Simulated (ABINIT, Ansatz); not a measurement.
# Quasiparticle gap of K2LiAlF6 (Fm-3m) in ABINIT, part 3 of 3

Wanted: ground state, empty states, screening and self-energy for K2LiAlF6 (Fm-3m).

ABINIT 10.8.3; LDA and many-body steps on it, plane waves. Known limits of the many-body steps: not at the basis limit; coarse k mesh.

So far. Step 4 (Empty states on the mesh, 2×2×2 mesh, 100 bands): On this mesh the gap is 7.553 eV. Step 5 (Screening, 2×2×2 mesh, 92 bands, screening to 98 eV): Local fields lower ε∞ by 6 %. On a Γ-centred mesh this coarse the value itself is usually too large, while a short band sum pulls it down.

## 6. Self-energy, 2×2×2 mesh, 92 bands, screening to 98 eV

The self-energy is evaluated for the states that the input lists, and the levels follow from it, in one-shot runs by the linearised quasiparticle equation.

This step: G0W0 on LDA, plane waves, norm-conserving pseudopotentials.

Contents of run.abi:

```
acell 3*1.0 Angstrom
rprim 
  0.000000000000 3.921000000000 3.921000000000
  3.921000000000 0.000000000000 3.921000000000
  3.921000000000 3.921000000000 -0.000000000000
ntypat 4
znucl 19 3 13 9
natom 10
typat 1 1 2 3 4 4 4 4 4 4
xred 
  0.250000000000 0.250000000000 0.250000000000
  0.750000000000 0.750000000000 0.750000000000
  0.500000000000 0.500000000000 0.500000000000
  0.000000000000 -0.000000000000 0.000000000000
  0.768900000000 0.231100000000 0.231100000000
  0.231100000000 0.768900000000 0.231100000000
  0.231100000000 0.768900000000 0.768900000000
  0.768900000000 0.231100000000 0.768900000000
  0.231100000000 0.231100000000 0.768900000000
  0.768900000000 0.768900000000 0.231100000000
pp_dirpath "pseudos"
pseudos "K.upf, Li.upf, Al.upf, F.upf"
ecut 36
ngkpt 2 2 2
nshiftk 1
shiftk 0 0 0
kptopt 1
chksymbreak 0
istwfk *1
occopt 1
irdwfk 1
optdriver 4
nband 92
gwcalctyp 0
ecutsigx 36
symsigma 1
nkptgw 1
kptgw 
  0.0000000000 0.0000000000 0.0000000000
bdgw 
  31 36
ecuteps 3.6
irdscr 1
ppmodel 1
indata_prefix "in"
outdata_prefix "out"
tmpdata_prefix "tmp"
```

Started as:

```bash
$ OMP_NUM_THREADS=1 mpirun -n 4 abinit run.abi > log
```

Numbers of over 12 decimals in the logs are rounded to 6 here.

The program printed:

```text
.Version 10.8.3 of ABINIT. v10.8.2 released Aug 2026.

 Symmetries : space group Fm -3 m (#225); Bravais cF (face-center cubic)
[... echo of the input left out ...]
== DATASET  1 ==================================================================
-   mpi_nproc: 4, omp_nthreads: 1 (-1 if OMP is not activated)

--- !DatasetInfo
iteration_state: {dtset: 1, }
dimensions: {natom: 10, nkpt: 3, mband: 92, nsppol: 1, nspinor: 1, nspden: 1, mpw: 8393, }
cutoff_energies: {ecut:  36.0, pawecutdg:  -1.0, }
electrons: {nelect:   6.60000000E+01, charge:   0.00000000E+00, occopt:   1.00000000E+00, tsmear:   1.00000000E-02, }

 SIGMA: Calculation of the GW corrections

 Based on a program developped by R.W. Godby, V. Olevano, G. Onida, and L. Reining.
 Incorporated in ABINIT by V. Olevano, G.-M. Rignanese, and M. Torrent.
.Using double precision arithmetic ; gwpc =  8

[... cell and pseudopotentials left out ...]
--------------------------------------------------------------------------------

 ==== K-mesh for the wavefunctions ====
 Number of points in the irreducible wedge :     3
[... list of points left out ...]
 Together with 48 symmetry operations and time-reversal symmetry
 yields     8 points in the full Brillouin Zone.

 ==== Q-mesh for screening function ====
 Number of points in the irreducible wedge :     3
[... list of points left out ...]
 Together with 48 symmetry operations and time-reversal symmetry
 yields     8 points in the full Brillouin Zone.

 vcoul_init : cutoff-mode = AUXILIARY_FUNCTION
 q-points for optical limit:   1
     1)      0.000010    0.000020    0.000030
 setmesh: FFT mesh size selected  =    60x   60x   60
          total number of points  =       216000

 Number of electrons calculated from density =   66.0000; Expected =   66.0000
 average of density, n =  0.081120
 r_s =    1.4331
 omega_plasma =   27.4738 [eV]

 === KS Band Gaps ===
  >>>> For spin  1
   Minimum direct gap =   7.5533 [eV], located at k-point      :   0.0000  0.0000  0.0000
   Fundamental gap    =   7.5533 [eV], Top of valence bands at :   0.0000  0.0000  0.0000
                                       Bottom of conduction at :   0.0000  0.0000  0.0000
 SIGMA fundamental parameters:
 PLASMON POLE MODEL  1
 number of plane-waves for SigmaX                 8393
 number of plane-waves for SigmaC and W            283
 number of plane-waves for wavefunctions          8393
 number of bands                                    92
 number of independent spin polarizations            1
 number of spinorial components                      1
 number of k-points in IBZ                           3
 number of q-points in IBZ                           3
 number of symmetry operations                      48
 number of k-points in BZ                            8
 number of q-points in BZ                            8
 number of frequencies for dSigma/dE                 9
 frequency step for dSigma/dE [eV]                0.25
 number of omega for Sigma on real axis              0
 max omega for Sigma on real axis  [eV]           0.00
 zcut for avoiding poles [eV]                     0.10

 EPSILON^-1 parameters (SCR file):
 dimension of the eps^-1 matrix on file            283
 dimension of the eps^-1 matrix used               283
 number of plane-waves for wavefunctions          8393
 number of bands                                    92
 number of q-points in IBZ                           3
 number of frequencies                               2
 number of real frequencies                          1
 number of imag frequencies                          1

 matrix elements of self-energy operator (all in [eV])

 Perturbative Calculation

--- !SelfEnergy_ee
iteration_state: {dtset: 1, }
kpoint     : [   0.000,    0.000,    0.000, ]
spin       : 1
KS_gap     :    7.553
QP_gap     :   12.085
Delta_QP_KS:    4.532
data: !SigmaeeData |
     Band     E0 <VxcDFT>   SigX SigC(E0)      Z dSigC/dE  Sig(E)    E-E0       E
       31   0.311 -22.825 -30.265   5.038   0.827  -0.209 -24.811  -1.987  -1.676
       32   0.311 -22.825 -30.265   5.038   0.827  -0.209 -24.811  -1.987  -1.676
       33   0.311 -22.825 -30.265   5.038   0.827  -0.209 -24.811  -1.987  -1.676
       34   7.864 -11.404  -6.118  -2.456   0.899  -0.112  -8.859   2.545  10.409
       35  10.340 -10.711  -4.753  -2.330   0.903  -0.107  -7.435   3.276  13.616
       36  10.340 -10.711  -4.753  -2.330   0.903  -0.107  -7.435   3.276  13.616

== END DATASET(S) ==============================================================
================================================================================

 -outvars: echo values of variables after computation  --------
           etotal      0.0000000000E+00
            nband          92
             nkpt           3
          spgroup         225
 [... the other variables as echoed above ...]

 Calculation completed.
```

The job ended after 6.7 s (4 MPI ranks of Arm Neoverse V1, shared host; peak memory 1 GiB; 26 s of CPU time).

This step gave:

| Quantity | Value |
| --- | --- |
| G0W0 gap on the points computed | 12.09 eV |
| starting gap on the mesh | 7.553 eV |
| k of the valence top | 0, 0, 0 |
| k of the conduction bottom | 0, 0, 0 |
| Z at the valence top | 0.827 |
| Z at the conduction bottom | 0.899 |
| least direct G0W0 gap on the computed points | 12.09 eV |

The gap on the mesh goes from 7.55 eV to 12.09 eV, a correction of +4.53 eV.

Limits: finite bands, cutoff and mesh; coarse k mesh. v1 is the top filled band, c1 the lowest empty one. The levels before and after the correction (eV, zero at the valence-band top of each column):

```csv
,conduction bottom,valence top
Kohn-Sham,7.55,0.00
G0W0,12.09,0.00
```

|  | level | energy (eV) |
| --- | --- | --- |
| Kohn-Sham | Γ v3-v1 | 0.000 |
| Kohn-Sham | Γ c1 | 7.553 |
| Kohn-Sham | Γ c2-c3 | 10.029 |
| G0W0 | Γ v3-v1 | 0.000 |
| G0W0 | Γ c1 | 12.085 |
| G0W0 | Γ c2-c3 | 15.292 |

## 7. Where the time went

Times are wall times on 4 MPI ranks of Arm Neoverse V1, shared host, good to a factor of about two.

```csv
step,time,share,memory (GiB)
ground state,47 s,22 %,0.49
bands along the symmetry lines,1.7 min,46 %,0.48
empty states on the mesh,37 s,17 %,0.39
screening,25 s,11 %,1.4
self-energy,6.7 s,3 %,1.0
```

## 8. Outcome

```yaml
lda_gap: 7.55 eV, direct
g0w0_gap_on_the_mesh: 12.09 eV
gw_settings: 2×2×2 mesh, 92 bands, screening to 98 eV, Godby-Needs plasmon pole
known_limits: not at the basis limit; coarse k mesh
```

What this shows: G0W0 moves the gap on the mesh from 7.55 eV to 12.09 eV (+4.53 eV), with Z of 0.83 and 0.90 at the edges. Local fields lower the RPA ε∞ on this mesh from 2.17 to 2.04; a Γ-centred mesh this coarse tends to raise both, most where the direct gap is narrow, while a short band sum lowers them. Only 1 of the mesh's irreducible points was corrected, so a valley elsewhere could overtake. The dearest step here is «bands along the symmetry lines». Bands and cutoff are finite, so the gap is not at the basis limit. The miss can reach some tenths of an eV and take either sign; the mesh is an error of its own. In the G0W0 run levels were corrected at 1 k point alone, so a gap called «on the mesh» is the least over those, and an edge elsewhere would be missed. The 2×2×2 mesh is coarse for this cell, which bears on the long-range parts of exchange and screening.

[Paths, hosts, dates, memory and timing lines, banners, echoed tables and standing remarks are left out of the program output.]

[Logs are printed without paths, hosts, clocks, repeated set-up lines and the standing remarks that a program may print on its own settings, such as how far it seeks lower states.]

[Runs of the session that timed out or met a known fault of the program may be left out.]

[Hosts, paths, dates, database ids (printed as entryN), source tags and the programs' standing remarks are cut or masked in the printed files.]

[G0W0 gaps are taken among the corrected bands and points alone; a level outside them can change the order at an edge.]

[Where Ansatz stands beside ABINIT at settings called matched, ABINIT's density can come from a denser mesh and the files from another edition; pairs whose starting gaps differed by over 0.03 eV were left out, so agreement reads better than it is.]
